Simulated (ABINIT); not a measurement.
# PNO (Cc): a self-consistent loop beyond G0W0, cycle by cycle, part 2 of 3

Aim: iterate the self-energy on PNO (Cc) and follow the gap from cycle to cycle.

ABINIT 10.8.3; LDA and many-body steps on it, plane waves. Known limits of the many-body steps: not at the basis limit; coarse k mesh.

So far. Step 5 (evGW0, cycle 1): Against G0W0 in ABINIT (2×2×4 mesh, 65 bands, screening to 106.1 eV, Godby-Needs plasmon pole), the gap moves by +0.412 eV. This first cycle still uses the starting levels; it takes the full correction, at all points of the mesh, and its linearised value is 7.191 eV. Step 6 (evGW0, cycle 2): Against the cycle before, the gap moves by −0.138 eV.

**7. evGW0, cycle 3**

Level of this step: evGW0 on LDA, plane waves, norm-conserving pseudopotentials (ABINIT).

run.abi reads:

```
acell 3*1.0 Angstrom
rprim 
  3.278002254000 -3.286113380400 0.000000000000
  3.278002254000 3.286113380400 0.000000000000
  -3.028551860300 0.000000000000 3.488865954800
ntypat 3
znucl 15 7 8
natom 6
typat 1 1 2 2 3 3
xred 
  0.730409600000 0.010313920000 0.000167090000
  0.010313920000 0.730409600000 0.500167090000
  0.742864730000 0.382544620000 0.249632690000
  0.382544620000 0.742864730000 0.749632690000
  0.883089610000 0.000777520000 0.750200220000
  0.000777520000 0.883089610000 0.250200220000
pp_dirpath "pseudos"
pseudos "P.upf, N.upf, O.upf"
ecut 36
ngkpt 2 2 4
nshiftk 1
shiftk 0 0 0
kptopt 1
chksymbreak 0
istwfk *1
occopt 1
irdwfk 1
optdriver 4
nband 65
gwcalctyp 10
ecutsigx 36
symsigma 1
nkptgw 9
kptgw 
  0.0000000000 0.0000000000 0.0000000000
  0.5000000000 0.0000000000 0.0000000000
  0.5000000000 0.5000000000 0.0000000000
  0.0000000000 0.0000000000 0.2500000000
  0.5000000000 0.0000000000 0.2500000000
  0.5000000000 0.5000000000 0.2500000000
  0.0000000000 0.0000000000 0.5000000000
  0.5000000000 0.0000000000 0.5000000000
  0.5000000000 0.5000000000 0.5000000000
bdgw 
  1 24
  1 24
  1 24
  1 24
  1 24
  1 24
  1 24
  1 24
  1 24
ecuteps 3.9
irdscr 1
ppmodel 1
irdqps 1
indata_prefix "in"
outdata_prefix "out"
tmpdata_prefix "tmp"
```

On the command line:

```
$ OMP_NUM_THREADS=1 mpirun -n 4 abinit run.abi > log
```

What it wrote:

```text
.Version 10.8.3 of ABINIT. v10.8.2 released Aug 2026.

 Symmetries : space group Cc (#  9); Bravais mC (1-face-center monocl.)
[... echo of the input left out ...]
== DATASET  1 ==================================================================
-   mpi_nproc: 4, omp_nthreads: 1 (-1 if OMP is not activated)

--- !DatasetInfo
iteration_state: {dtset: 1, }
dimensions: {natom: 6, nkpt: 9, mband: 65, nsppol: 1, nspinor: 1, nspden: 1, mpw: 5252, }
cutoff_energies: {ecut:  36.0, pawecutdg:  -1.0, }
[...]
.  kptgw no:  3; Maximum DeltaE = (  -0.164   0.012) for band index:  2
[...]
.  kptgw no:  8; Maximum DeltaE = (  -0.132  -0.028) for band index:  3
.  kptgw no:  9; Maximum DeltaE = (  -0.082   0.001) for band index:  1

== END DATASET(S) ==============================================================
================================================================================

 -outvars: echo values of variables after computation  --------
           etotal      0.0000000000E+00
            nband          65
             nkpt           9
          spgroup           9
 [... the other variables as echoed above ...]

 Calculation completed.
```

Run time: 82 s. Hardware: 4 MPI ranks of Arm Neoverse V1, shared host; peak memory 1.9 GiB; 5.4 min of CPU time.

This step gave:

```
quasiparticle gap on the mesh                         : 7.468 eV
gap of the density functional on the mesh             : 5.021 eV
k of the valence top                                  : 0.5, 0.5, 0
k of the conduction bottom                            : 0, 0, 0
least direct quasiparticle gap on the computed points : 8.139 eV
```

Against the cycle before, the gap moves by +0.003 eV.

**8. Screening, 2×2×4 mesh, 65 bands, screening to 106.1 eV**

This step: RPA screening on LDA, plane waves, norm-conserving pseudopotentials.

run.abi reads:

```
acell 3*1.0 Angstrom
rprim 
  3.278002254000 -3.286113380400 0.000000000000
  3.278002254000 3.286113380400 0.000000000000
  -3.028551860300 0.000000000000 3.488865954800
ntypat 3
znucl 15 7 8
natom 6
typat 1 1 2 2 3 3
xred 
  0.730409600000 0.010313920000 0.000167090000
  0.010313920000 0.730409600000 0.500167090000
  0.742864730000 0.382544620000 0.249632690000
  0.382544620000 0.742864730000 0.749632690000
  0.883089610000 0.000777520000 0.750200220000
  0.000777520000 0.883089610000 0.250200220000
pp_dirpath "pseudos"
pseudos "P.upf, N.upf, O.upf"
ecut 36
ngkpt 2 2 4
nshiftk 1
shiftk 0 0 0
kptopt 1
chksymbreak 0
istwfk *1
occopt 1
irdwfk 1
optdriver 3
nband 65
ecuteps 3.9
inclvkb 2
awtr 1
symchi 1
gwcalctyp 10
mbpt_sciss 2.706 eV
nqptdm 1
qptdm 
  0 0 0
indata_prefix "in"
outdata_prefix "out"
tmpdata_prefix "tmp"
```

What it wrote:

```text
.Version 10.8.3 of ABINIT. v10.8.2 released Aug 2026.

 Symmetries : space group Cc (#  9); Bravais mC (1-face-center monocl.)
[... echo of the input left out ...]
== DATASET  1 ==================================================================
-   mpi_nproc: 4, omp_nthreads: 1 (-1 if OMP is not activated)

--- !DatasetInfo
iteration_state: {dtset: 1, }
dimensions: {natom: 6, nkpt: 9, mband: 65, nsppol: 1, nspinor: 1, nspden: 1, mpw: 5252, }
cutoff_energies: {ecut:  36.0, pawecutdg:  -1.0, }
electrons: {nelect:   3.20000000E+01, charge:   0.00000000E+00, occopt:   1.00000000E+00, tsmear:   1.00000000E-02, }

 SCREENING: Calculation of the susceptibility and dielectric matrices

 Based on a program developped by R.W. Godby, V. Olevano, G. Onida, and L. Reining.
 Incorporated in ABINIT by V. Olevano, G.-M. Rignanese, and M. Torrent.
.Using double precision arithmetic ; gwpc =  8

[... cell and pseudopotentials left out ...]
--------------------------------------------------------------------------------

 ==== K-mesh for the wavefunctions ====
 Number of points in the irreducible wedge :     9
[... list of points left out ...]
 Together with  2 symmetry operations and time-reversal symmetry
 yields    16 points in the full Brillouin Zone.

 ==== Q-mesh for the screening function ====
 Number of points in the irreducible wedge :     9
[... list of points left out ...]
 Together with  2 symmetry operations and time-reversal symmetry
 yields    16 points in the full Brillouin Zone.

 setmesh: FFT mesh size selected  =    27x   27x   24
          total number of points  =        17496

 vcoul_init : cutoff-mode = AUXILIARY_FUNCTION
 q-points for optical limit:   1
     1)      0.000010    0.000020    0.000030

 Dielectric matrix will be calculated only for some
 selected q points provided by the user through the input variables
 nqptdm and qptdm

- screening: taking advantage of time-reversal symmetry
- Maximum band index for partially occupied states nbvw = 16
- Remaining bands to be divided among processors   nbcw = 49
- Number of bands treated by each node ~12

 rdqps: reading QP wavefunctions of the previous step
        looking for file in_QPS
 file not found, 1st iteration initialized with KS eigenelements

 screening : performing a first self-consistency
 update of the energies in W by a scissor operator
 applying a scissor operator of [eV] :   2.706

 Number of electrons calculated from density =   32.0000; Expected =   32.0000
 average of density, n =  0.063088
 r_s =    1.5583
 omega_plasma =   24.2287 [eV]

 calculating chi0 at frequencies [eV] :
  1    0.000000E+00    0.000000E+00
  2    0.000000E+00    2.422865E+01

--------------------------------------------------------------------------------
  q-point number  1        q = ( 0.000000, 0.000000, 0.000000) [r.l.u.]
--------------------------------------------------------------------------------
[... chi0 elements left out ...]
 For q-point:  0.000010 0.000020 0.000030
  dielectric constant =   2.7935
  dielectric constant without local fields =   2.9792

  Average fulfillment of the sum rule on Im[epsilon] for q-point    1 :     49.86  [%]
[... wings left out ...]
== END DATASET(S) ==============================================================
================================================================================

 -outvars: echo values of variables after computation  --------
           etotal      0.0000000000E+00
            nband          65
             nkpt           9
          spgroup           9
 [... the other variables as echoed above ...]

 Calculation completed.
```

Wall time 10 s (4 MPI ranks); peak memory 0.74 GiB; 40 s of CPU time.

This step gave:

- ε∞ with local fields, on this mesh, along the program's q direction: 2.793
- the same without local fields: 2.979
- plasma frequency: 24.23 eV
- plane waves in the screening matrix: 179

This screening uses the functional's bands under a rigid shift, the mean opening of the cycle before.

**9. Screening, 2×2×4 mesh, 65 bands, screening to 106.1 eV**

This step: RPA screening on LDA from quasiparticle energies, plane waves, norm-conserving pseudopotentials.

Edit run.abi of step 8 so:

```diff
@@ -33,7 +33,14 @@
 symchi 1
+irdqps 1
 gwcalctyp 10
-mbpt_sciss 2.706 eV
-nqptdm 1
+nqptdm 8
 qptdm 
-  0 0 0
+  0.5000000000 0.0000000000 0.0000000000
+  0.5000000000 0.5000000000 0.0000000000
+  0.0000000000 0.0000000000 0.2500000000
+  0.5000000000 0.0000000000 0.2500000000
+  0.5000000000 0.5000000000 0.2500000000
+  0.0000000000 0.0000000000 0.5000000000
+  0.5000000000 0.0000000000 0.5000000000
+  0.5000000000 0.5000000000 0.5000000000
 indata_prefix "in"
```

mrgscr.stdin reads:

```
2
merged
q0_SCR
out_SCR
1
```

On the command line:

```
$ OMP_NUM_THREADS=1 mpirun -n 4 abinit run.abi > log; mrgscr < mrgscr.stdin
```

What it wrote:

```text
.Version 10.8.3 of ABINIT. v10.8.2 released Aug 2026.

 Symmetries : space group Cc (#  9); Bravais mC (1-face-center monocl.)
[... echo of the input left out ...]
== DATASET  1 ==================================================================
-   mpi_nproc: 4, omp_nthreads: 1 (-1 if OMP is not activated)

--- !DatasetInfo
iteration_state: {dtset: 1, }
dimensions: {natom: 6, nkpt: 9, mband: 65, nsppol: 1, nspinor: 1, nspden: 1, mpw: 5252, }
cutoff_energies: {ecut:  36.0, pawecutdg:  -1.0, }
[...]
q-point number  1        q = ( 0.500000, 0.000000, 0.000000) [r.l.u.]
--------------------------------------------------------------------------------
[... chi0 elements left out ...]
  Average fulfillment of the sum rule on Im[epsilon] for q-point    2 :     60.48  [%]

--------------------------------------------------------------------------------
  q-point number  2        q = ( 0.500000, 0.500000, 0.000000) [r.l.u.]
--------------------------------------------------------------------------------
[... chi0 elements left out ...]
  Average fulfillment of the sum rule on Im[epsilon] for q-point    3 :     58.16  [%]

 [... 6 further q-points ...]
```

Run time: 9.4 s. Hardware: 4 MPI ranks; peak memory 0.6 GiB; 37 s of CPU time.

This step gave:

| Quantity | Value |
| --- | --- |
| plasma frequency | 24.23 eV |
| plane waves in the screening matrix | 179 |

This screening reads the quasiparticle levels of the cycle before.

**10. evGW, cycle 1**

This step: evGW on LDA, plane waves, norm-conserving pseudopotentials.

Edit run.abi of step 9 so:

```diff
@@ -27,12 +27,10 @@
 irdwfk 1
-optdriver 3
+optdriver 4
 nband 65
-ecuteps 3.9
-inclvkb 2
-awtr 1
-symchi 1
-irdqps 1
 gwcalctyp 10
-nqptdm 8
-qptdm 
+ecutsigx 36
+symsigma 1
+nkptgw 9
+kptgw 
+  0.0000000000 0.0000000000 0.0000000000
   0.5000000000 0.0000000000 0.0000000000
@@ -45,2 +43,16 @@
   0.5000000000 0.5000000000 0.5000000000
+bdgw 
+  1 24
+  1 24
+  1 24
+  1 24
+  1 24
+  1 24
+  1 24
+  1 24
+  1 24
+ecuteps 3.9
+irdscr 1
+ppmodel 1
+irdqps 1
 indata_prefix "in"
```

On the command line:

```
$ OMP_NUM_THREADS=1 mpirun -n 4 abinit run.abi > log
```

What it wrote:

```text
.Version 10.8.3 of ABINIT. v10.8.2 released Aug 2026.

 Symmetries : space group Cc (#  9); Bravais mC (1-face-center monocl.)
[... echo of the input left out ...]
== DATASET  1 ==================================================================
-   mpi_nproc: 4, omp_nthreads: 1 (-1 if OMP is not activated)

--- !DatasetInfo
iteration_state: {dtset: 1, }
dimensions: {natom: 6, nkpt: 9, mband: 65, nsppol: 1, nspinor: 1, nspden: 1, mpw: 5252, }
cutoff_energies: {ecut:  36.0, pawecutdg:  -1.0, }
[...]
.  kptgw no:  3; Maximum DeltaE = (  -0.743   0.007) for band index:  1
[...]
.  kptgw no:  8; Maximum DeltaE = (  -0.777   0.025) for band index:  1
.  kptgw no:  9; Maximum DeltaE = (  -0.777   0.010) for band index:  1

== END DATASET(S) ==============================================================
================================================================================

 -outvars: echo values of variables after computation  --------
           etotal      0.0000000000E+00
            nband          65
             nkpt           9
          spgroup           9
 [... the other variables as echoed above ...]

 Calculation completed.
```

Wall time 82 s (4 MPI ranks); peak memory 1.9 GiB.

Numbers from this step:

```yaml
quasiparticle_gap_on_the_mesh: 7.933 eV
gap_of_the_density_functional_on_the_mesh: 5.021 eV
k_of_the_valence_top: 0.5, 0.5, 0
k_of_the_conduction_bottom: 0, 0, 0
least_direct_quasiparticle_gap_on_the_computed_points: 8.611 eV
```

Against G0W0 in ABINIT (2×2×4 mesh, 65 bands, screening to 106.1 eV, Godby-Needs plasmon pole), the gap moves by +0.742 eV.

**11. Screening, 2×2×4 mesh, 65 bands, screening to 106.1 eV**

This step: RPA screening on LDA, plane waves, norm-conserving pseudopotentials.

run.abi reads:

```
acell 3*1.0 Angstrom
rprim 
  3.278002254000 -3.286113380400 0.000000000000
  3.278002254000 3.286113380400 0.000000000000
  -3.028551860300 0.000000000000 3.488865954800
ntypat 3
znucl 15 7 8
natom 6
typat 1 1 2 2 3 3
xred 
  0.730409600000 0.010313920000 0.000167090000
  0.010313920000 0.730409600000 0.500167090000
  0.742864730000 0.382544620000 0.249632690000
  0.382544620000 0.742864730000 0.749632690000
  0.883089610000 0.000777520000 0.750200220000
  0.000777520000 0.883089610000 0.250200220000
pp_dirpath "pseudos"
pseudos "P.upf, N.upf, O.upf"
ecut 36
ngkpt 2 2 4
nshiftk 1
shiftk 0 0 0
kptopt 1
chksymbreak 0
istwfk *1
occopt 1
irdwfk 1
optdriver 3
nband 65
ecuteps 3.9
inclvkb 2
awtr 1
symchi 1
gwcalctyp 10
mbpt_sciss 3.198 eV
nqptdm 1
qptdm 
  0 0 0
indata_prefix "in"
outdata_prefix "out"
tmpdata_prefix "tmp"
```

What it wrote:

```text
.Version 10.8.3 of ABINIT. v10.8.2 released Aug 2026.

 Symmetries : space group Cc (#  9); Bravais mC (1-face-center monocl.)
[... echo of the input left out ...]
== DATASET  1 ==================================================================
-   mpi_nproc: 4, omp_nthreads: 1 (-1 if OMP is not activated)

--- !DatasetInfo
iteration_state: {dtset: 1, }
dimensions: {natom: 6, nkpt: 9, mband: 65, nsppol: 1, nspinor: 1, nspden: 1, mpw: 5252, }
cutoff_energies: {ecut:  36.0, pawecutdg:  -1.0, }
[...]
[... chi0 elements left out ...]
 For q-point:  0.000010 0.000020 0.000030
  dielectric constant =   2.7318
  dielectric constant without local fields =   2.9068

  Average fulfillment of the sum rule on Im[epsilon] for q-point    1 :     50.80  [%]
[... wings left out ...]
== END DATASET(S) ==============================================================
================================================================================

 -outvars: echo values of variables after computation  --------
           etotal      0.0000000000E+00
            nband          65
             nkpt           9
          spgroup           9
 [... the other variables as echoed above ...]

 Calculation completed.
```

It took 10 s on 4 MPI ranks; peak memory 0.74 GiB.

Numbers from this step:

* ε∞ with local fields, on this mesh, along the program's q direction: 2.732
* the same without local fields: 2.907
* plasma frequency: 24.23 eV
* plane waves in the screening matrix: 179

This screening uses the functional's bands under a rigid shift, the mean opening of the cycle before.

**12. Screening, 2×2×4 mesh, 65 bands, screening to 106.1 eV**

This step: RPA screening on LDA from quasiparticle energies, plane waves, norm-conserving pseudopotentials.

Edit run.abi of step 11 so:

```diff
@@ -33,7 +33,14 @@
 symchi 1
+irdqps 1
 gwcalctyp 10
-mbpt_sciss 3.198 eV
-nqptdm 1
+nqptdm 8
 qptdm 
-  0 0 0
+  0.5000000000 0.0000000000 0.0000000000
+  0.5000000000 0.5000000000 0.0000000000
+  0.0000000000 0.0000000000 0.2500000000
+  0.5000000000 0.0000000000 0.2500000000
+  0.5000000000 0.5000000000 0.2500000000
+  0.0000000000 0.0000000000 0.5000000000
+  0.5000000000 0.0000000000 0.5000000000
+  0.5000000000 0.5000000000 0.5000000000
 indata_prefix "in"
```

mrgscr.stdin is that of step 9.

On the command line:

```
$ OMP_NUM_THREADS=1 mpirun -n 4 abinit run.abi > log; mrgscr < mrgscr.stdin
```

What it wrote:

```text
.Version 10.8.3 of ABINIT. v10.8.2 released Aug 2026.

 Symmetries : space group Cc (#  9); Bravais mC (1-face-center monocl.)
[... echo of the input left out ...]
== DATASET  1 ==================================================================
-   mpi_nproc: 4, omp_nthreads: 1 (-1 if OMP is not activated)

--- !DatasetInfo
iteration_state: {dtset: 1, }
dimensions: {natom: 6, nkpt: 9, mband: 65, nsppol: 1, nspinor: 1, nspden: 1, mpw: 5252, }
cutoff_energies: {ecut:  36.0, pawecutdg:  -1.0, }
[...]
q-point number  1        q = ( 0.500000, 0.000000, 0.000000) [r.l.u.]
--------------------------------------------------------------------------------
[... chi0 elements left out ...]
  Average fulfillment of the sum rule on Im[epsilon] for q-point    2 :     61.86  [%]

--------------------------------------------------------------------------------
  q-point number  2        q = ( 0.500000, 0.500000, 0.000000) [r.l.u.]
--------------------------------------------------------------------------------
[... chi0 elements left out ...]
  Average fulfillment of the sum rule on Im[epsilon] for q-point    3 :     59.43  [%]

 [... 6 further q-points ...]
```

The job ended after 9.4 s (4 MPI ranks; peak memory 0.6 GiB).

Numbers from this step:

* plasma frequency: 24.23 eV
* plane waves in the screening matrix: 179

This screening reads the quasiparticle levels of the cycle before.

**13. evGW, cycle 2**

This step: evGW on LDA, plane waves, norm-conserving pseudopotentials.

Edit run.abi of step 12 so:

```diff
@@ -27,12 +27,10 @@
 irdwfk 1
-optdriver 3
+optdriver 4
 nband 65
-ecuteps 3.9
-inclvkb 2
-awtr 1
-symchi 1
-irdqps 1
 gwcalctyp 10
-nqptdm 8
-qptdm 
+ecutsigx 36
+symsigma 1
+nkptgw 9
+kptgw 
+  0.0000000000 0.0000000000 0.0000000000
   0.5000000000 0.0000000000 0.0000000000
@@ -45,2 +43,16 @@
   0.5000000000 0.5000000000 0.5000000000
+bdgw 
+  1 24
+  1 24
+  1 24
+  1 24
+  1 24
+  1 24
+  1 24
+  1 24
+  1 24
+ecuteps 3.9
+irdscr 1
+ppmodel 1
+irdqps 1
 indata_prefix "in"
```

On the command line:

```
$ OMP_NUM_THREADS=1 mpirun -n 4 abinit run.abi > log
```

What it wrote:

```text
.Version 10.8.3 of ABINIT. v10.8.2 released Aug 2026.

 Symmetries : space group Cc (#  9); Bravais mC (1-face-center monocl.)
[... echo of the input left out ...]
== DATASET  1 ==================================================================
-   mpi_nproc: 4, omp_nthreads: 1 (-1 if OMP is not activated)

--- !DatasetInfo
iteration_state: {dtset: 1, }
dimensions: {natom: 6, nkpt: 9, mband: 65, nsppol: 1, nspinor: 1, nspden: 1, mpw: 5252, }
cutoff_energies: {ecut:  36.0, pawecutdg:  -1.0, }
[...]
.  kptgw no:  3; Maximum DeltaE = (  -0.060   0.010) for band index:  4
[...]
.  kptgw no:  8; Maximum DeltaE = (  -0.056   0.001) for band index:  6
.  kptgw no:  9; Maximum DeltaE = (   0.071   0.004) for band index:  1

== END DATASET(S) ==============================================================
================================================================================

 -outvars: echo values of variables after computation  --------
           etotal      0.0000000000E+00
            nband          65
             nkpt           9
          spgroup           9
 [... the other variables as echoed above ...]

 Calculation completed.
```

The job ended after 82 s (4 MPI ranks; peak memory 1.9 GiB).

Numbers from this step:

```yaml
quasiparticle_gap_on_the_mesh: 7.992 eV
gap_of_the_density_functional_on_the_mesh: 5.021 eV
k_of_the_valence_top: 0.5, 0.5, 0
k_of_the_conduction_bottom: 0, 0, 0
least_direct_quasiparticle_gap_on_the_computed_points: 8.671 eV
```

Against the cycle before, the gap moves by +0.059 eV.

(Continued in part 3 of 3.)

[Paths, hosts, dates, memory and timing lines, banners, echoed tables and standing remarks are left out of the program output.]

[Logs are printed without paths, hosts, clocks, repeated set-up lines and the standing remarks that a program may print on its own settings, such as how far it seeks lower states.]

[Runs of the session that timed out or met a known fault of the program may be left out.]

[Hosts, paths, dates, database ids (printed as entryN), source tags and the programs' standing remarks are cut or masked in the printed files.]

[G0W0 gaps are taken among the corrected bands and points alone; a level outside them can change the order at an edge.]

[Where Ansatz stands beside ABINIT at settings called matched, ABINIT's density can come from a denser mesh and the files from another edition; pairs whose starting gaps differed by over 0.03 eV were left out, so agreement reads better than it is.]
